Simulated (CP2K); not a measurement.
Two runs for the C K edge of 3-methylthiofuran. Run A: CP2K XAS_TDP, all-electron GAPW, PBEh(45%), aug-cc-pVDZ, TDA, no relativity. Run B differs in one setting.

First lines with a strength over 0.0015. A:

```
                     atom  energy (eV)  states  strength, one atom
 C1 (bonded to S and 3 H)       283.63       1              0.0389
                                284.51       1              0.0090
                                285.14       1              0.0177
                                285.25       1              0.0208
                                285.65       1              0.0065
 C3 (bonded to 2 C and S)       282.56       1              0.0449
                                284.65       1              0.0328
                                284.86       1              0.0054
                                285.70       1              0.0034
                                286.79       1              0.0019
 C4 (bonded to 2 C and H)       282.00       1              0.0473
                                284.10       1              0.0054
                                284.37       1              0.0105
                                285.36       1              0.0042
                                286.05       1              0.0018
C5 (bonded to C, O and H)       282.75       1              0.0538
                                285.65       1              0.0164
                                286.19       1              0.0036
                                286.41       1              0.0167
                                286.62       1              0.0018
C7 (bonded to C, O and H)       282.62       1              0.0541
                                285.79       1              0.0180
                                286.29       1              0.0020
                                286.48       1              0.0138
                                286.64       1              0.0025
```

B:

```
                     atom  energy (eV)  states  strength, one atom
 C1 (bonded to S and 3 H)       289.53       1              0.0381
                                290.40       1              0.0088
                                291.04       1              0.0173
                                291.15       1              0.0204
                                291.54       1              0.0064
 C3 (bonded to 2 C and S)       287.74       1              0.0441
                                289.82       1              0.0322
                                290.03       1              0.0053
                                290.87       1              0.0033
                                291.96       1              0.0019
 C4 (bonded to 2 C and H)       287.83       1              0.0463
                                289.93       1              0.0053
                                290.19       1              0.0103
                                291.19       1              0.0042
                                291.87       1              0.0018
C5 (bonded to C, O and H)       288.55       1              0.0527
                                291.45       1              0.0161
                                291.99       1              0.0036
                                292.21       1              0.0164
                                292.42       1              0.0017
C7 (bonded to C, O and H)       288.24       1              0.0530
                                291.41       1              0.0177
                                291.92       1              0.0019
                                292.10       1              0.0135
                                292.26       1              0.0025
```

Question: Which was it: the basis, GW2X switched on, scalar relativity switched on, the functional?

GW2X switched on. GW2X shifts an atom's lines together and keeps their spacings. Against PBEh(45%) in aug-cc-pVDZ, the leading lines move by +5.90 eV (C1, to 289.53), +5.18 eV (C3, to 287.74), +5.83 eV (C4, to 287.83), +5.80 eV (C5, to 288.55) and +5.62 eV (C7, to 288.24).

[Banner, clock and machine lines of the logs are left out without a mark of their own.]

[Logs are printed without paths, hosts, clocks, repeated set-up lines and the standing remarks that a program may print on its own settings, such as how far it seeks lower states.]

[Hosts, paths, dates, database ids (printed as entryN), source tags and the programs' standing remarks are cut or masked in the printed files.]
